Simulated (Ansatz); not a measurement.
# What MgSiS3 in R-3c, a phase reached by a soft mode distorts into, part 2 of 3

Aim: this structure of MgSiS3 in R-3c, a phase reached by a soft mode is to be tested for unstable modes, and one is followed downhill.

Ansatz 0.2.0; DFT LDA, scalar-relativistic, plane waves, PAW; PAW set soft_1.

So far. Step 4 (The mode frozen in, largest atomic shift 0.6 Å): The run ends at a pressure of 1.07 GPa, with forces up to 0.44 eV/Å.

The structure was built from a prototype and need not be the compound's stable phase.

## Step 5: Energy along the mode, all amplitudes (two of the runs are shown above)

An imaginary frequency means negative curvature, so the energy should fall and then rise again as anharmonic terms take over.

This step gave:

```yaml
depth_at_the_lowest_point_sampled: 72.50 meV/atom
largest_atomic_shift_at_that_point: 0.6 Å
```

The energy from the parent by largest atomic shift:

| largest atomic shift (Å) | energy from the parent (meV/atom) |
| --- | --- |
| 0.000 | 0 |
| 0.040 | -0.723 |
| 0.080 | -2.87 |
| 0.140 | -8.59 |
| 0.220 | -20.2 |
| 0.320 | -38.7 |
| 0.450 | -62.3 |
| 0.600 | -72.5 |

Displacement at unit largest shift by atom:

| atom | x (Å) | y (Å) | z (Å) | size |
| --- | --- | --- | --- | --- |
| Mg1 | 0.00 | 0.00 | 1.00 | 1.00 |
| Mg2 | 0.00 | 0.00 | 1.00 | 1.00 |
| Si3 | 0.00 | 0.00 | 0.12 | 0.12 |
| Si4 | 0.00 | 0.00 | 0.12 | 0.12 |
| S5 | 0.14 | -0.08 | -0.29 | 0.33 |
| S6 | 0.14 | -0.08 | -0.29 | 0.33 |
| S7 | 0.00 | 0.16 | -0.29 | 0.33 |
| S8 | 0.00 | 0.16 | -0.29 | 0.33 |
| S9 | -0.14 | -0.08 | -0.29 | 0.33 |
| S10 | -0.14 | -0.08 | -0.29 | 0.33 |

The lowest of the steps tried is the last one, at 0.6 Å, 72.5 meV/atom below the parent; the bottom of the well need not coincide with a step.

## Step 6: Relaxing from the distorted cell

Starting from the lowest point found, all atoms and the cell are let go, so that strain and other modes of the same symmetry can join in.

input.yaml

```yaml
crystal:
  lattice:
    - [3.1022765193, 1.7911001835, 5.0272237154]
    - [-3.1022765193, 1.7911001835, 5.0272237154]
    - [0.0, -3.582200367, 5.0272237154]
  atoms:
    - { symbol: Mg, position: [0.7897833897, 0.7897833897, 0.7897833897] }
    - { symbol: Mg, position: [0.2897833897, 0.2897833897, 0.2897833897] }
    - { symbol: Si, position: [0.5048086918, 0.5048086918, 0.5048086918] }
    - { symbol: Si, position: [0.0048086918, 0.0048086918, 0.0048086918] }
    - { symbol: S, position: [0.1350209631, 0.7208165788, 0.3597898007] }
    - { symbol: S, position: [0.8597898007, 0.2208165788, 0.6350209631] }
    - { symbol: S, position: [0.3597898007, 0.1350209631, 0.7208165788] }
    - { symbol: S, position: [0.6350209631, 0.8597898007, 0.2208165788] }
    - { symbol: S, position: [0.2208165788, 0.6350209631, 0.8597898007] }
    - { symbol: S, position: [0.7208165788, 0.3597898007, 0.1350209631] }
kpoints:
  mp_grid: { grid: [6, 6, 6] }
hamiltonian:
  xc: lda
  pseudopotentials: { kind: paw, azcp: { folder: soft_1 }, xc_functional: pbe }
scf:
  occupations: { method: fixed }
output:
  forces: true
  stress: true
  eigenvalues: true
relax:
  adjacent_minimum: "off"
  f_tol: 0.002
  max_steps: 120
  cell: { stress_tol: 0.03 }
```

Run with:

```
ansatz run input.yaml --threads 4 --pin off --max-ram 16384MiB --backend cpu --events-out ev --progress --plain --runs-dir out
```

Numbers of over 12 decimals in the logs are rounded to 6 here.

The program printed:

```text
[...]
Crystal: 10 atoms, lattice volume = 167.602 Å³
Basis set: ecut = 420 eV, 3287 PW (Γ)
Bands: 42, of which v1, the nominal top of the filled ones, is band 32 counted from 1 (31 counted from 0)
Symmetry: 6 space group operations
[...]
k-points: 32 of 216 (time reversal used)
[...]
SCF iter   1: F=—  HF=-10246.896819 eV  |F-HF|=—  |Δ(HF+E_count)|=         —  Δρ=4.42e-2  dr2=3.68e0  ethr=3.10e-3  ⟨swp⟩=5.0  Hψ=5736  notcnv=0  defer=233
[...]
SCF iter   8: F=-10245.690689 eV  HF=-10245.690689 eV  |F-HF|=1.55e-10  |Δ(HF+E_count)|=   4.58e-8  Δρ=2.44e-6  dr2=1.27e-8  ethr=1.56e-10  ⟨swp⟩=17.0  Hψ=9115  notcnv=0
SCF 1 converged in 8 iterations: F = -10245.690689 eV  dr2 = 1.27e-8
[...]
relax step   1: F+E_penalty+E_count = -10245.69068852 eV  Δ(F+E_penalty+E_count) = +0.000e0 eV  max|allowed force component| = 4.386e-1 eV/Å  Δτ_max = 0.0000 Å  P = +1.074 GPa  Ω = 167.602 Å³  (8 SCF iters, dr2 threshold 1.00e-7 eV, accepted)
Crystal: 10 atoms, lattice volume = 169.847 Å³
Basis set: ecut = 420 eV, 3323 PW (Γ)
[...]
iter 1 solved again at ethr=4.91e-5 eV; its pass at ethr=3.10e-3 eV (dr2=3.15e-2 eV) is discarded
[...]
SCF iter   6: F=-10245.923275 eV  HF=-10245.923275 eV  |F-HF|=9.24e-8  |Δ(HF+E_count)|=   8.39e-8  Δρ=8.66e-6  dr2=1.66e-7  ethr=1.56e-9  ⟨swp⟩=16.1  Hψ=9517  notcnv=0
SCF 2 converged in 6 iterations: F = -10245.923275 eV  dr2 = 1.66e-7
relax step   2: F+E_penalty+E_count = -10245.92327483 eV  Δ(F+E_penalty+E_count) = -2.326e-1 eV  max|allowed force component| = 2.464e-1 eV/Å  Δτ_max = 0.0480 Å  P = -0.077 GPa  Ω = 169.847 Å³  energy of the carried Pulay correction = -4.905e-4 eV  (6 SCF iters, dr2 threshold 1.00e-6 eV, accepted)
Crystal: 10 atoms, lattice volume = 169.421 Å³
[...]
SCF iter   5: F=-10245.955627 eV  HF=-10245.955628 eV  |F-HF|=3.45e-7  |Δ(HF+E_count)|=   1.01e-6  Δρ=1.32e-5  dr2=5.87e-7  ethr=1.56e-9  ⟨swp⟩=15.7  Hψ=9147  notcnv=0
SCF 3 converged in 5 iterations: F = -10245.955627 eV  dr2 = 5.87e-7
[...]
relax step   3: F+E_penalty+E_count = -10245.95562728 eV  Δ(F+E_penalty+E_count) = -3.235e-2 eV  max|allowed force component| = 2.056e-1 eV/Å  Δτ_max = 0.0326 Å  P = +0.040 GPa  Ω = 169.421 Å³  energy of the carried Pulay correction = -3.980e-4 eV  (5 SCF iters, dr2 threshold 1.00e-6 eV, accepted)
[...]
relax step   4: F+E_penalty+E_count = -10245.96275047 eV  Δ(F+E_penalty+E_count) = -7.123e-3 eV  max|allowed force component| = 1.676e-1 eV/Å  Δτ_max = 0.0125 Å  P = +0.005 GPa  Ω = 169.553 Å³  energy of the carried Pulay correction = -4.266e-4 eV  (5 SCF iters, dr2 threshold 1.00e-6 eV, accepted)
[...]
relax step   5: F+E_penalty+E_count = -10245.96964597 eV  Δ(F+E_penalty+E_count) = -6.896e-3 eV  max|allowed force component| = 7.933e-2 eV/Å  Δτ_max = 0.0181 Å  P = +0.164 GPa  Ω = 169.617 Å³  energy of the carried Pulay correction = -4.405e-4 eV  (4 SCF iters, dr2 threshold 1.00e-6 eV, accepted)
[...]
relax step   6: F+E_penalty+E_count = -10245.97249828 eV  Δ(F+E_penalty+E_count) = -2.852e-3 eV  max|allowed force component| = 3.357e-2 eV/Å  Δτ_max = 0.0239 Å  P = -0.237 GPa  Ω = 170.704 Å³  energy of the carried Pulay correction = -6.761e-4 eV  (5 SCF iters, dr2 threshold 3.93e-7 eV, accepted)
[...]
relax step   7: F+E_penalty+E_count = -10245.97379271 eV  Δ(F+E_penalty+E_count) = -1.294e-3 eV  max|allowed force component| = 4.476e-3 eV/Å  Δτ_max = 0.0081 Å  P = -0.031 GPa  Ω = 170.407 Å³  energy of the carried Pulay correction = -6.119e-4 eV  (4 SCF iters, dr2 threshold 2.75e-7 eV, accepted)
[...]
relax step   8: F+E_penalty+E_count = -10245.97382096 eV  Δ(F+E_penalty+E_count) = -2.824e-5 eV  max|allowed force component| = 2.607e-3 eV/Å  Δτ_max = 0.0014 Å  P = +0.005 GPa  Ω = 170.346 Å³  energy of the carried Pulay correction = -5.987e-4 eV  (5 SCF iters, dr2 threshold 3.90e-9 eV, accepted)
[...]
relax step   9: F+E_penalty+E_count = -10245.97382525 eV  Δ(F+E_penalty+E_count) = -4.296e-6 eV  max|allowed force component| = 2.392e-4 eV/Å  Δτ_max = 0.0005 Å  P = -0.000 GPa  Ω = 170.355 Å³  energy of the carried Pulay correction = -6.006e-4 eV  (4 SCF iters, dr2 threshold 4.25e-10 eV, accepted)
[...]
SCF iter   6: F=-10245.975118 eV  HF=-10245.975118 eV  |F-HF|=3.64e-12  |Δ(HF+E_count)|=  4.18e-11  Δρ=5.06e-8  dr2=2.96e-12  ethr=1.00e-12  ⟨swp⟩=18.0  Hψ=9598  notcnv=0
SCF 10 converged in 6 iterations: F = -10245.975118 eV  dr2 = 2.96e-12
relax step  10: F+E_penalty+E_count = -10245.97511825 eV  Δ(F+E_penalty+E_count) = -1.293e-3 eV  max|allowed force component| = 3.536e-4 eV/Å  Δτ_max = 0.0000 Å  P = +0.008 GPa  Ω = 170.355 Å³  stress off target by 2.87e-2 GPa  SCF on the basis re-selected at this cell (its energy is not comparable with the rows above)  (6 SCF iters)
basis re-selected at this cell: Δ(F+E_penalty+E_count) = -1.293e-3 eV, ΔP = +0.008 GPa vs the last step (what re-selecting the basis moved, of the pressure what is left beyond the Pulay correction that the steps carried, after the strain that the cell walked since its last selection, with what the two solves' SCF thresholds leave and, on support functions, any second-order correction that the steps lacked; it is no m [...]
SCF converged after 6 iterations
Free energy (F): -10245.975118 eV
[...]
Internal energy: -10245.975118 eV  (E = F + TS)
E sigma→0 (E₀):  -10245.975118 eV
Fermi energy:    6.857936 eV
[...]
--- Forces (eV/Å), atoms counted from 1 ---
  atom   1  Mg     0.00000000    -0.00000000     0.00007345
  atom   2  Mg    -0.00000000    -0.00000000     0.00007345
  atom   3  Si     0.00000000    -0.00000000    -0.00035360
  atom   4  Si    -0.00000000    -0.00000000    -0.00035360
  atom   5  S      0.00016250     0.00002042     0.00009345
  atom   6  S      0.00006357    -0.00015094     0.00009345
  atom   7  S     -0.00009893     0.00013052     0.00009345
  atom   8  S      0.00009893     0.00013052     0.00009345
  atom   9  S     -0.00016250     0.00002042     0.00009345
  atom  10  S     -0.00006357    -0.00015094     0.00009345
  max |Σ_I F_I| component: 4.29e-7 eV/Å
--- Stress (GPa, compression-positive) ---
       -0.003038      -0.000000       0.000000
       -0.000000      -0.003038       0.000000
        0.000000       0.000000       0.028718
  P = ⅓ Tr σ = 0.0075 GPa (0.075 kbar)
--- Band table (eV; the first three rows and the last of 32) ---
  k-point 0: bands = [... 28 lower, 6.3861, 6.6732, 6.7263, 6.7263, 7.9688, 10.2888, 10.5960, 10.5960, ... 6 higher]
  k-point 1: bands = [... 28 lower, 6.1049, 6.5406, 6.7393, 6.8167, 8.1901, 10.0553, 10.6557, 10.8742, ... 6 higher]
  k-point 2: bands = [... 28 lower, 5.8685, 6.4092, 6.6110, 6.6873, 8.2892, 9.1132, 11.1757, 11.2108, ... 6 higher]
  k-point 31: bands = [... 28 lower, 6.4111, 6.4111, 6.4111, 6.4111, 8.4878, 8.4878, 11.7277, 11.7277, ... 6 higher]
--- Relaxed structure (9 steps of the walk, 9 accepted, 1 SCFs on fresh bases) ---
  F+E_penalty+E_count = -10245.97511825 eV   max|allowed force component| = 3.536e-4 eV/Å   (the final SCF, on the basis selected at the relaxed cell)
  cell:  # Å, volume = 170.3546 Å³
    - [3.039948, 1.755115, 5.321464]
    - [-3.039948, 1.755115, 5.321464]
    - [0, -3.510229, 5.321464]
  atoms:
    - { symbol: Mg, position: [0.794651, 0.794651, 0.794651] }
    - { symbol: Mg, position: [0.294651, 0.294651, 0.294651] }
    - { symbol: Si, position: [0.506441, 0.506441, 0.506441] }
    - { symbol: Si, position: [0.00644054, 0.00644054, 0.00644054] }
    - { symbol: S, position: [0.120487, 0.719685, 0.368955] }
    - { symbol: S, position: [0.868955, 0.219685, 0.620487] }
    - { symbol: S, position: [0.368955, 0.120487, 0.719685] }
    - { symbol: S, position: [0.620487, 0.868955, 0.219685] }
    - { symbol: S, position: [0.219685, 0.620487, 0.868955] }
    - { symbol: S, position: [0.719685, 0.368955, 0.120487] }
```

It took 57 s on 4 threads of Arm Neoverse V1, shared host; peak memory 0.54 GiB.

Relaxation path:

| step | energy less that of the first step (eV) | largest force component (eV/Å) | pressure (GPa) | volume (Å³) |
| --- | --- | --- | --- | --- |
| 1 | 0.0000 | 0.4386 | 1.07 | 167.60 |
| 2 | -0.2326 | 0.2464 | -0.08 | 169.85 |
| 3 | -0.2649 | 0.2056 | 0.04 | 169.42 |
| 4 | -0.2721 | 0.1676 | 0.00 | 169.55 |
| 5 | -0.2790 | 0.0793 | 0.16 | 169.62 |
| 6 | -0.2818 | 0.0336 | -0.24 | 170.70 |
| 7 | -0.2831 | 0.0045 | -0.03 | 170.41 |
| 8 | -0.2831 | 0.0026 | 0.00 | 170.35 |
| 9 | -0.2831 | 0.0002 | 0.00 | 170.35 |
| 10* | -0.2844 | 0.0004 | 0.01 | 170.35 |

Relaxation steps marked * repeat the geometry before them on a plane-wave basis chosen anew for their cell, so energy and pressure can jump there.

The run keeps the 6 symmetry operations that it works with, so distortions that break them were not tested.

| conventional cell, symmetrised | before | after | change |
| --- | --- | --- | --- |
| a (Å) | 6.205 | 6.080 | -2.0 % |
| b (Å) | 6.205 | 6.080 | -2.0 % |
| c (Å) | 15.082 | 15.964 | +5.9 % |
| volume (Å³/atom) | 16.76 | 17.04 | +1.6 % |

The atoms that moved most (Å, as changes of fractional coordinates times the final cell):

| atom | dx | dy | dz | length |
| --- | --- | --- | --- | --- |
| S6 | 0.031 | 0.065 | -0.035 | 0.080 |
| S10 | -0.031 | 0.065 | -0.035 | 0.080 |
| S7 | 0.072 | -0.005 | -0.035 | 0.080 |
| S8 | -0.072 | -0.005 | -0.035 | 0.080 |
| S9 | 0.041 | -0.060 | -0.035 | 0.080 |
| S5 | -0.041 | -0.060 | -0.035 | 0.080 |
| Mg2 | 0.000 | 0.000 | 0.078 | 0.078 |
| Mg1 | 0.000 | 0.000 | 0.078 | 0.078 |

This step gave:

```yaml
pressure: 0.007548 GPa
gap_on_the_k_mesh: 1.111 eV
volume_per_atom: 17.04 Å³
```

The distorted start has space group R3c; the relaxation ends in R3c.

## Step 7: The new phase in its own primitive cell

The relaxed structure is symmetrised, reduced to its primitive cell and relaxed tightly, as its phonons need.

input.yaml

```yaml
crystal:
  lattice:
    - [3.0399477188, 1.7551146338, 5.3214639675]
    - [-3.0399477188, 1.7551146338, 5.3214639675]
    - [0.0, -3.5102292676, 5.3214639675]
  atoms:
    - { symbol: Mg, position: [0.2053486484, 0.2053486484, 0.2053486484] }
    - { symbol: Mg, position: [0.7053486484, 0.7053486484, 0.7053486484] }
    - { symbol: Si, position: [0.4935594629, 0.4935594629, 0.4935594629] }
    - { symbol: Si, position: [0.9935594629, 0.9935594629, 0.9935594629] }
    - { symbol: S, position: [0.6310447017, 0.2803146321, 0.8795131308] }
    - { symbol: S, position: [0.3795131308, 0.7803146321, 0.1310447017] }
    - { symbol: S, position: [0.2803146321, 0.8795131308, 0.6310447017] }
    - { symbol: S, position: [0.7803146321, 0.1310447017, 0.3795131308] }
    - { symbol: S, position: [0.1310447017, 0.3795131308, 0.7803146321] }
    - { symbol: S, position: [0.8795131308, 0.6310447017, 0.2803146321] }
kpoints:
  mp_grid: { grid: [6, 6, 6] }
hamiltonian:
  xc: lda
  pseudopotentials: { kind: paw, azcp: { folder: soft_1 }, xc_functional: pbe }
scf:
  occupations: { method: fixed }
output:
  forces: true
  stress: true
  eigenvalues: true
relax:
  adjacent_minimum: "off"
  f_tol: 0.001
  max_steps: 60
  cell: { stress_tol: 0.01 }
```

The program printed:

```text
[...]
Crystal: 10 atoms, lattice volume = 170.355 Å³
Basis set: ecut = 420 eV, 3323 PW (Γ)
Bands: 42, of which v1, the nominal top of the filled ones, is band 32 counted from 1 (31 counted from 0)
Symmetry: 6 space group operations
[...]
k-points: 32 of 216 (time reversal used)
[...]
- { symbol: Si, position: [0.493564, 0.493564, 0.493564] }
    - { symbol: Si, position: [0.993564, 0.993564, 0.993564] }
    - { symbol: S, position: [0.631044, 0.280323, 0.879511] }
    - { symbol: S, position: [0.379511, 0.780323, 0.131044] }
    - { symbol: S, position: [0.280323, 0.879511, 0.631044] }
    - { symbol: S, position: [0.780323, 0.131044, 0.379511] }
    - { symbol: S, position: [0.131044, 0.379511, 0.780323] }
    - { symbol: S, position: [0.879511, 0.631044, 0.280323] }
[key lines of the parts left out:]
SCF converged after 10 iterations
Free energy (F): -10245.975124 eV
Fermi energy:    6.856436 eV
P = ⅓ Tr σ = 0.0008 GPa (0.008 kbar)
```

Wall time 24 s (4 threads); peak memory 0.54 GiB; 94 s of CPU time.

Little changed from the start: no atom moved by 0.005 Å and no cell edge by 0.1 %.

This step gave:

* pressure: 8.29e-4 GPa
* gap on the k-mesh: 1.109 eV
* direct gap on mesh: 1.240 eV

The largest force component left is 0.65 meV/Å and the pressure is 0.001 GPa, within the tolerances set. The cell now holds 17.04 Å³/atom.

(Continued in part 3 of 3.)

[Logs are printed without paths, hosts, clocks, repeated set-up lines and the standing remarks that a program may print on its own settings, such as how far it seeks lower states.]

[Hosts, paths, dates, database ids (printed as entryN), source tags and the programs' standing remarks are cut or masked in the printed files.]
